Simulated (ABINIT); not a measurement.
# AgCl (Chlorargyrite): G0W0 with ABINIT, start to end

Wanted: ground state, empty states, screening and self-energy for AgCl (Chlorargyrite).

Program: ABINIT 10.8.3. Level of theory: PBE and many-body steps on it, plane waves. Results are calculated unless marked as measured.

The database entry behind the starting cell differs from later determinations by our own check (an axis about 1.4 % short against later determinations), so it need not match the best structure at ambient conditions.

**1. The structure**

The structure is cubic, space group Fm-3m (No. 225). The conventional cell has a = 5.470 Å, b = 5.470 Å, c = 5.470 Å, α = 90.00°, β = 90.00°, γ = 90.00°. Nearest to Ag lie 6 Cl at 2.74 Å. Cl has 6 Ag at 2.74 Å nearest. Farther neighbours and most contacts between anions are not listed.

The cell and positions come from the Crystallography Open Database and are kept as given unless a step says otherwise.

**2. Ground state**

This step: ABINIT 10.8.3; DFT, PBE, plane waves, norm-conserving pseudopotentials.

The ground-state density comes first.

Contents of run.abi:

```
acell 3*1.0 Angstrom
rprim 
  -0.000000000000 2.735000000000 2.735000000000
  2.735000000000 0.000000000000 2.735000000000
  2.735000000000 2.735000000000 -0.000000000000
ntypat 2
znucl 47 17
natom 2
typat 1 2
xred 
  0.000000000000 0.000000000000 0.000000000000
  0.500000000000 0.500000000000 0.500000000000
pp_dirpath "pseudos"
pseudos "Ag.upf, Cl.upf"
ecut 37
ngkpt 6 6 6
nshiftk 1
shiftk 0 0 0
kptopt 1
chksymbreak 0
nband 18
occopt 1
tolvrs 1e-10
nstep 60
prtwf 0
optforces 0
optstress 0
indata_prefix "in"
outdata_prefix "out"
tmpdata_prefix "tmp"
```

On the command line:

```bash
$ OMP_NUM_THREADS=1 mpirun -n 4 abinit run.abi > log
```

Numbers of over 12 decimals in the logs are rounded to 6 here.

The log of the run:

```text
.Version 10.8.3 of ABINIT. v10.8.2 released Aug 2026.

 Symmetries : space group Fm -3 m (#225); Bravais cF (face-center cubic)
================================================================================
 Values of the parameters that define the memory need of the present run
     intxc =       0    ionmov =       0      iscf =       7    lmnmax =       6
     lnmax =       6     mgfft =      45  mpssoang =       3    mqgrid =    3001
     natom =       2  nloc_mem =       1    nspden =       1   nspinor =       1
    nsppol =       1      nsym =      48    n1xccc =    2501    ntypat =       2
    occopt =       1   xclevel =       2
-    mband =          18        mffmem =           1         mkmem =           4
       mpw =        2982          nfft =       91125          nkpt =          16
================================================================================
  Rough estimation (10% accuracy) of disk space for files :
================================================================================

--------------------------------------------------------------------------------
------------- Echo of variables that govern the present computation ------------
--------------------------------------------------------------------------------
 -outvars: echo values of preprocessed input variables --------
            acell      1.8897261259E+00  1.8897261259E+00  1.8897261259E+00 Bohr

      chksymbreak           0
             ecut      3.70000000E+01 Hartree
-          fftalg         312

              ixc     -101130
              kpt      0.00000000E+00  0.00000000E+00  0.00000000E+00
                       1.66666667E-01  0.00000000E+00  0.00000000E+00
                       3.33333333E-01  0.00000000E+00  0.00000000E+00
                       5.00000000E-01  0.00000000E+00  0.00000000E+00
                       1.66666667E-01  1.66666667E-01  0.00000000E+00
                       3.33333333E-01  1.66666667E-01  0.00000000E+00
                       5.00000000E-01  1.66666667E-01  0.00000000E+00
                      -3.33333333E-01  1.66666667E-01  0.00000000E+00
                      -1.66666667E-01  1.66666667E-01  0.00000000E+00
   [... 5 further rows ...]
                      -3.33333333E-01  3.33333333E-01  1.66666667E-01
                      -3.33333333E-01  5.00000000E-01  1.66666667E-01
         kptrlatt        6    0    0      0    6    0      0    0    6
          kptrlen      4.38553364E+01
P           mkmem           4
            natom           2
            nband          18
            ngfft          45      45      45
             nkpt          16
            nstep          60
             nsym          48
           ntypat           2
              occ      2.000000  2.000000  2.000000  2.000000  2.000000  2.000000
                       2.000000  2.000000  2.000000  2.000000  2.000000  2.000000
                       2.000000  0.000000  0.000000  0.000000  0.000000  0.000000
        optforces           0
        optstress           0
            prtwf           0
            rprim     -0.0000000000E+00  2.7350000000E+00  2.7350000000E+00
[...]
spgroup         225

           tolvrs      1.00000000E-10

             xred      0.0000000000E+00  0.0000000000E+00  0.0000000000E+00
[...]
znucl       47.00000   17.00000

================================================================================

 chkinp: Checking input parameters for consistency.

================================================================================
== DATASET  1 ==================================================================
-   mpi_nproc: 4, omp_nthreads: 1 (-1 if OMP is not activated)

--- !DatasetInfo
iteration_state: {dtset: 1, }
dimensions: {natom: 2, nkpt: 16, mband: 18, nsppol: 1, nspinor: 1, nspden: 1, mpw: 2982, }
cutoff_energies: {ecut:  37.0, pawecutdg:  -1.0, }
electrons: {nelect:   2.60000000E+01, charge:   0.00000000E+00, occopt:   1.00000000E+00, tsmear:   1.00000000E-02, }

 Real(R)+Recip(G) space primitive vectors, cartesian coordinates (Bohr,Bohr^-1):
 R(1)=  0.0000000  5.1684010  5.1684010  G(1)= -0.0967417  0.0967417  0.0967417
 R(2)=  5.1684010  0.0000000  5.1684010  G(2)=  0.0967417 -0.0967417  0.0967417
 R(3)=  5.1684010  5.1684010  0.0000000  G(3)=  0.0967417  0.0967417 -0.0967417
 Unit cell volume ucvol=  2.7612046E+02 bohr^3
 Angles (23,13,12)=  6.00000000E+01  6.00000000E+01  6.00000000E+01 degrees

 getcut: wavevector=  0.0000  0.0000  0.0000  ngfft=  45  45  45
         ecut(hartree)=     37.000   => boxcut(ratio)=   2.19844

--- Pseudopotential description ------------------------------------------------
- Ag Generated using ONCVPSP code by D. R. Hamann
- 47.00000  19.00000  171031                  znucl, zion, pspdat
12 -101130 2 -1 1538                          pspcod,pspxc,lmax,lloc,mmax
     nproj     2     2     2
  pspatm : epsatm=   27.55768671
         --- l  ekb(1:nproj) -->
[...]
pspatm: atomic psp has been read  and splines computed

- Cl Generated using ONCVPSP code by D. R. Hamann
- 17.00000   7.00000  171031                  znucl, zion, pspdat
12 -101130 2 -1 1028                          pspcod,pspxc,lmax,lloc,mmax
     nproj     2     2     2
  pspatm : epsatm=    9.12776517
         --- l  ekb(1:nproj) -->
[...]
2   -2.938609   -0.805455
 pspatm: atomic psp has been read  and splines computed

   9.53821749E+02                                ecore*ucvol(ha*bohr**3)
--------------------------------------------------------------------------------

_setup2: Arith. and geom. avg. npw (full set) are    2964.875    2964.857

================================================================================

--- !BeginCycle
iteration_state: {dtset: 1, }
solver: {iscf: 7, nstep: 60, nline: 4, wfoptalg: 0, }
tolerances: {tolvrs: 1.00E-10, }

     iter   Etot(hartree)      deltaE(h)  residm     vres2
 ETOT  1  -171.31287517537    -1.713E+02 1.800E-01 9.496E+01
 ETOT  2  -171.44522510170    -1.323E-01 1.043E-02 1.604E+01
 ETOT  3  -171.44695672889    -1.732E-03 1.463E-03 1.506E-01
 ETOT  4  -171.44695864366    -1.915E-06 7.586E-04 2.068E-02
 ETOT  5  -171.44695706168     1.582E-06 1.735E-04 2.728E-02
 ETOT  6  -171.44696144235    -4.381E-06 1.321E-04 5.444E-05
 ETOT  7  -171.44696145020    -7.851E-09 7.295E-05 1.158E-06
 ETOT  8  -171.44696145033    -1.301E-10 5.375E-05 9.152E-09
 ETOT  9  -171.44696145034    -1.091E-11 3.056E-05 1.677E-10
 ETOT 10  -171.44696145032     1.680E-11 2.208E-05 2.704E-13

 At SCF step   10       vres2   =  2.70E-13 < tolvrs=  1.00E-10 =>converged.

--- !ResultsGS
iteration_state: {dtset: 1, }
comment   : Summary of ground state results
lattice_vectors:
- [ -0.0000000,   5.1684010,   5.1684010, ]
- [  5.1684010,   0.0000000,   5.1684010, ]
- [  5.1684010,   5.1684010,  -0.0000000, ]
lattice_lengths: [   7.30922,    7.30922,    7.30922, ]
lattice_angles: [ 60.000,  60.000,  60.000, ] # degrees, (23, 13, 12)
lattice_volume:   2.7612046E+02
convergence: {deltae:  1.680E-11, res2:  2.704E-13, residm:  2.208E-05, diffor:  0.000E+00, }
etotal    :  -1.71446961E+02
entropy   :   0.00000000E+00
fermie    :   1.92788196E-01
cartesian_stress_tensor: null
pressure_GPa: null
xred      :
- [  0.0000E+00,   0.0000E+00,   0.0000E+00, Ag]
- [  5.0000E-01,   5.0000E-01,   5.0000E-01, Cl]
cartesian_forces: null
force_length_stats: {min: null, max: null, mean: null, }

 Integrated electronic density in atomic spheres:
 ------------------------------------------------
 Atom  Sphere_radius  Integrated_density
    1        2.00000         16.39689571
    2        2.00000          5.05293090
================================================================================

 ----iterations are completed or convergence reached----

 Mean square residual over all n,k,spin=   93.259E-09; max=  22.081E-06
 reduced coordinates (array xred) for    2 atoms
       0.000000000000      0.000000000000      0.000000000000
       0.500000000000      0.500000000000      0.500000000000
 rms dE/dt=  0.0000E+00; max dE/dt=  0.0000E+00; dE/dt below (all hartree)
    1       0.000000000000      0.000000000000      0.000000000000
    2       0.000000000000      0.000000000000      0.000000000000

 cartesian coordinates (angstrom) at end:
    1      0.000000     0.000000     0.000000
    2      2.735000     2.735000     2.735000
 length scales=  1.889726125908  1.889726125908  1.889726125908 bohr
              =  1.000000000000  1.000000000000  1.000000000000 angstroms
 prteigrs : about to open file out_EIG
 Fermi (or HOMO) energy (hartree) =   0.19279   Average Vxc (hartree)=  -0.38462
 Eigenvalues (hartree) for nkpt=  16  k points:
 kpt#   1, nband= 18, wtk=  0.00463, kpt=  0.0000  0.0000  0.0000 (reduced coord)
  -3.11049   -1.77015   -1.77015   -1.77015   -0.37428    0.09663    0.09663    0.09663
   0.09826    0.09826    0.10132    0.10132    0.10132    0.22610    0.58496    0.58496
   0.58496    0.64716
 prteigrs : prtvol=0 or 1, do not print more k-points.

--- !EnergyTerms
iteration_state     : {dtset: 1, }
comment             : Components of total free energy in Hartree
kinetic             :  5.89566371516214E+01
hartree             :  4.95684133543846E+01
xc                  : -2.76853441754742E+01
Ewald energy        : -1.04948436514330E+02
psp_core            :  3.45436823355067E+00
local_psp           : -1.50992360310188E+02
non_local_psp       :  1.99760810110550E-01
total_energy        : -1.71446961450324E+02
total_energy_eV     : -4.66530948872459E+03
band_energy         : -1.60761326585140E+01

== END DATASET(S) ==============================================================
================================================================================

 -outvars: echo values of variables after computation  --------
           etotal     -1.7144696145E+02
            nband          18
             nkpt          16
          spgroup         225
 [... the other variables as echoed above ...]

 Calculation completed.
```

Run time: 10 s. Hardware: 4 MPI ranks of Intel Xeon Platinum 8488C (Sapphire Rapids), shared host; peak memory 0.35 GiB.

This step gave:

* total energy: -4665.3095 eV
* gap: 0.9064 eV
* k of the valence top: 0.5, 0, 0
* k of the conduction bottom: 0, 0, 0
* least direct gap: 3.395 eV

The gap is indirect, with the least direct gap 2.49 eV higher.

**3. Bands along the symmetry lines**

Levels along a band path, at the cheap level, show where the edges lie and whether the meshes to come will hold them.

Contents of run.abi:

```
acell 3*1.0 Angstrom
rprim 
  -0.000000000000 2.735000000000 2.735000000000
  2.735000000000 0.000000000000 2.735000000000
  2.735000000000 2.735000000000 -0.000000000000
ntypat 2
znucl 47 17
natom 2
typat 1 2
xred 
  0.000000000000 0.000000000000 0.000000000000
  0.500000000000 0.500000000000 0.500000000000
pp_dirpath "pseudos"
pseudos "Ag.upf, Cl.upf"
ecut 37
iscf -2
irdden 1
kptopt 0
nkpt 50
kpt 
  0.00000000 0.00000000 0.00000000
  0.06250000 0.00000000 0.06250000
  0.12500000 0.00000000 0.12500000
  0.18750000 0.00000000 0.18750000
  0.25000000 0.00000000 0.25000000
  0.31250000 0.00000000 0.31250000
  0.37500000 0.00000000 0.37500000
  0.43750000 0.00000000 0.43750000
  0.50000000 0.00000000 0.50000000
  0.51562500 0.03125000 0.51562500
  0.53125000 0.06250000 0.53125000
  0.54687500 0.09375000 0.54687500
  0.56250000 0.12500000 0.56250000
  0.57812500 0.15625000 0.57812500
  0.59375000 0.18750000 0.59375000
  0.60937500 0.21875000 0.60937500
  0.62500000 0.25000000 0.62500000
  0.37500000 0.37500000 0.75000000
  0.32812500 0.32812500 0.65625000
  0.28125000 0.28125000 0.56250000
  0.23437500 0.23437500 0.46875000
  0.18750000 0.18750000 0.37500000
  0.14062500 0.14062500 0.28125000
  0.09375000 0.09375000 0.18750000
  0.04687500 0.04687500 0.09375000
  0.00000000 0.00000000 0.00000000
  0.06250000 0.06250000 0.06250000
  0.12500000 0.12500000 0.12500000
  0.18750000 0.18750000 0.18750000
  0.25000000 0.25000000 0.25000000
  0.31250000 0.31250000 0.31250000
  0.37500000 0.37500000 0.37500000
  0.43750000 0.43750000 0.43750000
  0.50000000 0.50000000 0.50000000
  0.50000000 0.46875000 0.53125000
  0.50000000 0.43750000 0.56250000
  0.50000000 0.40625000 0.59375000
  0.50000000 0.37500000 0.62500000
  0.50000000 0.34375000 0.65625000
  0.50000000 0.31250000 0.68750000
  0.50000000 0.28125000 0.71875000
  0.50000000 0.25000000 0.75000000
  0.50000000 0.21875000 0.71875000
  0.50000000 0.18750000 0.68750000
  0.50000000 0.15625000 0.65625000
  0.50000000 0.12500000 0.62500000
  0.50000000 0.09375000 0.59375000
  0.50000000 0.06250000 0.56250000
  0.50000000 0.03125000 0.53125000
  0.50000000 0.00000000 0.50000000
istwfk *1
nband 20
nbdbuf 2
tolwfr 1e-08
nstep 40
prtwf 0
prtvol 0
indata_prefix "in"
outdata_prefix "out"
tmpdata_prefix "tmp"
```

The log of the run:

```text
.Version 10.8.3 of ABINIT. v10.8.2 released Aug 2026.

 Symmetries : space group Fm -3 m (#225); Bravais cF (face-center cubic)
[... echo of the input left out ...]
== DATASET  1 ==================================================================
-   mpi_nproc: 4, omp_nthreads: 1 (-1 if OMP is not activated)

--- !DatasetInfo
iteration_state: {dtset: 1, }
dimensions: {natom: 2, nkpt: 50, mband: 20, nsppol: 1, nspinor: 1, nspden: 1, mpw: 2996, }
cutoff_energies: {ecut:  37.0, pawecutdg:  -1.0, }
electrons: {nelect:   2.60000000E+01, charge:   0.00000000E+00, occopt:   1.00000000E+00, tsmear:   1.00000000E-02, }

 Real(R)+Recip(G) space primitive vectors, cartesian coordinates (Bohr,Bohr^-1):
 R(1)=  0.0000000  5.1684010  5.1684010  G(1)= -0.0967417  0.0967417  0.0967417
 R(2)=  5.1684010  0.0000000  5.1684010  G(2)=  0.0967417 -0.0967417  0.0967417
 R(3)=  5.1684010  5.1684010  0.0000000  G(3)=  0.0967417  0.0967417 -0.0967417
 Unit cell volume ucvol=  2.7612046E+02 bohr^3
 Angles (23,13,12)=  6.00000000E+01  6.00000000E+01  6.00000000E+01 degrees

 getcut: wavevector=  0.0000  0.0000  0.0000  ngfft=  45  45  45
         ecut(hartree)=     37.000   => boxcut(ratio)=   2.19844

--- Pseudopotential description ------------------------------------------------
- Ag Generated using ONCVPSP code by D. R. Hamann
- 47.00000  19.00000  171031                  znucl, zion, pspdat
12 -101130 2 -1 1538                          pspcod,pspxc,lmax,lloc,mmax
     nproj     2     2     2
  pspatm : epsatm=   27.55768671
         --- l  ekb(1:nproj) -->
             0    9.557566   -0.414742
             1    3.443234   -0.133519
             2   -1.597169   -0.391124
 pspatm: atomic psp has been read  and splines computed

- Cl Generated using ONCVPSP code by D. R. Hamann
- 17.00000   7.00000  171031                  znucl, zion, pspdat
12 -101130 2 -1 1028                          pspcod,pspxc,lmax,lloc,mmax
     nproj     2     2     2
  pspatm : epsatm=    9.12776517
         --- l  ekb(1:nproj) -->
[...]
pspatm: atomic psp has been read  and splines computed

--------------------------------------------------------------------------------

================================================================================
 prteigrs : about to open file out_EIG
 Non-SCF case, kpt    1 (  0.00000  0.00000  0.00000), residuals and eigenvalues=
  5.62E-09  3.33E-09  7.52E-09  8.50E-09  9.31E-09  3.21E-09  2.88E-09  4.87E-09
  6.10E-09  7.74E-09  3.21E-09  4.88E-09  4.84E-09  5.20E-09  3.79E-09  9.09E-09
  2.48E-09  9.45E-09  5.52E-06  8.28E-07
 -3.1105E+00 -1.7701E+00 -1.7701E+00 -1.7701E+00 -3.7428E-01  9.6634E-02
  9.6634E-02  9.6634E-02  9.8260E-02  9.8260E-02  1.0132E-01  1.0132E-01
  1.0132E-01  2.2610E-01  5.8496E-01  5.8496E-01  5.8496E-01  6.4716E-01
  6.9096E-01  6.9222E-01
 Non-SCF case, kpt    2 (  0.06250  0.00000  0.06250), residuals and eigenvalues=
[...]
6.6692E-01  6.9939E-01
 Non-SCF case, kpt    3 (  0.12500  0.00000  0.12500), residuals and eigenvalues=
[...]
4.25E-09  6.32E-09  3.39E-04  2.80E-05
[...]
6.9694E-01  7.0711E-01
[...]
Non-SCF case, kpt   49 (  0.50000  0.03125  0.53125), residuals and eigenvalues=
[...]
7.3084E-01  7.3182E-01
 Non-SCF case, kpt   50 (  0.50000  0.00000  0.50000), residuals and eigenvalues=
[...]
7.2382E-02  7.2382E-02  8.3341E-02  1.0589E-01  1.1636E-01  1.1636E-01
  1.2063E-01  2.7763E-01  4.8320E-01  5.1547E-01  6.2442E-01  6.2442E-01
  7.3159E-01  7.3183E-01

--- !ResultsGS
iteration_state: {dtset: 1, }
comment   : Summary of ground state results
lattice_vectors:
- [ -0.0000000,   5.1684010,   5.1684010, ]
- [  5.1684010,   0.0000000,   5.1684010, ]
- [  5.1684010,   5.1684010,  -0.0000000, ]
lattice_lengths: [   7.30922,    7.30922,    7.30922, ]
lattice_angles: [ 60.000,  60.000,  60.000, ] # degrees, (23, 13, 12)
lattice_volume:   2.7612046E+02
convergence: {deltae:  0.000E+00, res2:  0.000E+00, residm:  9.973E-09, diffor:  0.000E+00, }
etotal    :  -1.71446961E+02
entropy   :   0.00000000E+00
fermie    :   1.92788196E-01
cartesian_stress_tensor: null
pressure_GPa: null
xred      :
- [  0.0000E+00,   0.0000E+00,   0.0000E+00, Ag]
- [  5.0000E-01,   5.0000E-01,   5.0000E-01, Cl]
cartesian_forces: null
force_length_stats: {min: null, max: null, mean: null, }

 Integrated electronic density in atomic spheres:
 ------------------------------------------------
 Atom  Sphere_radius  Integrated_density
[...]
================================================================================

 ----iterations are completed or convergence reached----

 Mean square residual over all n,k,spin=   51.118E-10; max=  99.732E-10
 reduced coordinates (array xred) for    2 atoms
       0.000000000000      0.000000000000      0.000000000000
       0.500000000000      0.500000000000      0.500000000000

 cartesian coordinates (angstrom) at end:
[...]
length scales=  1.889726125908  1.889726125908  1.889726125908 bohr
              =  1.000000000000  1.000000000000  1.000000000000 angstroms
 prteigrs : about to open file out_EIG
 Eigenvalues (hartree) for nkpt=  50  k points:
 kpt#   1, nband= 20, wtk=  1.00000, kpt=  0.0000  0.0000  0.0000 (reduced coord)
[...]
kpt#   2, nband= 20, wtk=  1.00000, kpt=  0.0625  0.0000  0.0625 (reduced coord)
[...]
kpt#   3, nband= 20, wtk=  1.00000, kpt=  0.1250  0.0000  0.1250 (reduced coord)
[...]
kpt#  49, nband= 20, wtk=  1.00000, kpt=  0.5000  0.0313  0.5313 (reduced coord)
[...]
0.61816    0.62612    0.73084    0.73182
 kpt#  50, nband= 20, wtk=  1.00000, kpt=  0.5000  0.0000  0.5000 (reduced coord)
  -3.11048   -1.77027   -1.77020   -1.77020   -0.35555    0.02273    0.07238    0.07238
   0.08334    0.10589    0.11636    0.11636    0.12063    0.27763    0.48320    0.51547
   0.62442    0.62442    0.73159    0.73183

== END DATASET(S) ==============================================================
================================================================================

 -outvars: echo values of variables after computation  --------
            nband          20
             nkpt          50
          spgroup         225
 [... the other variables as echoed above ...]

 Calculation completed.
```

Wall time 16 s (4 MPI ranks); peak memory 0.33 GiB.

Numbers from this step:

| Item | Value |
| --- | --- |
| gap | 0.9064 eV |
| k of the valence top | 0.5, 0.5, 0.5 |
| k of the conduction bottom | 0, 0, 0 |
| least direct gap | 3.131 eV |

The gap is 0.906 eV, as in the run before at this level.

Electronic bands along the path, in eV, zero at the top of the highest filled band:

```tsv
point	band 10	band 11	band 12	band 13	band 14	band 15	band 16	band 17
Γ	-2.57	-2.49	-2.49	-2.49	0.91	10.67	10.67	10.67
halfway	-2.47	-1.88	-1.88	-1.41	3.51	7.37	8.66	10.13
X	-2.36	-2.08	-2.08	-1.96	2.31	7.90	8.78	11.75
halfway	-2.10	-2.05	-1.90	-1.86	2.68	7.77	8.59	11.07
U	-2.14	-1.96	-1.75	-1.13	3.59	7.23	8.17	9.84
jump to K	-2.14	-1.96	-1.75	-1.13	3.59	7.23	8.17	9.84
halfway	-2.29	-1.83	-1.83	-0.26	3.85	7.31	8.01	8.73
Γ	-2.57	-2.49	-2.49	-2.49	0.91	10.67	10.67	10.67
halfway	-2.42	-2.14	-0.86	-0.86	2.98	7.78	9.11	9.11
L	-2.21	-1.87	0.00	0.00	4.12	6.77	7.53	7.53
halfway	-2.21	-1.94	-1.05	-0.53	5.03	5.62	8.10	8.47
W	-2.12	-2.08	-2.07	-1.28	4.25	7.87	7.87	8.01
halfway	-2.09	-2.08	-2.06	-1.57	3.07	7.77	8.43	9.86
X	-2.36	-2.08	-2.08	-1.96	2.31	7.90	8.78	11.75
```

[end of part 1 of 2]

[Paths, hosts, dates, memory and timing lines, banners, echoed tables and standing remarks are left out of the program output.]

[Logs are printed without paths, hosts, clocks, repeated set-up lines and the standing remarks that a program may print on its own settings, such as how far it seeks lower states.]

[Runs of the session that timed out or met a known fault of the program may be left out.]

[Hosts, paths, dates, database ids (printed as entryN), source tags and the programs' standing remarks are cut or masked in the printed files.]

[G0W0 gaps are taken among the corrected bands and points alone; a level outside them can change the order at an edge.]

[Where Ansatz stands beside ABINIT at settings called matched, ABINIT's density can come from a denser mesh and the files from another edition; pairs whose starting gaps differed by over 0.03 eV were left out, so agreement reads better than it is.]
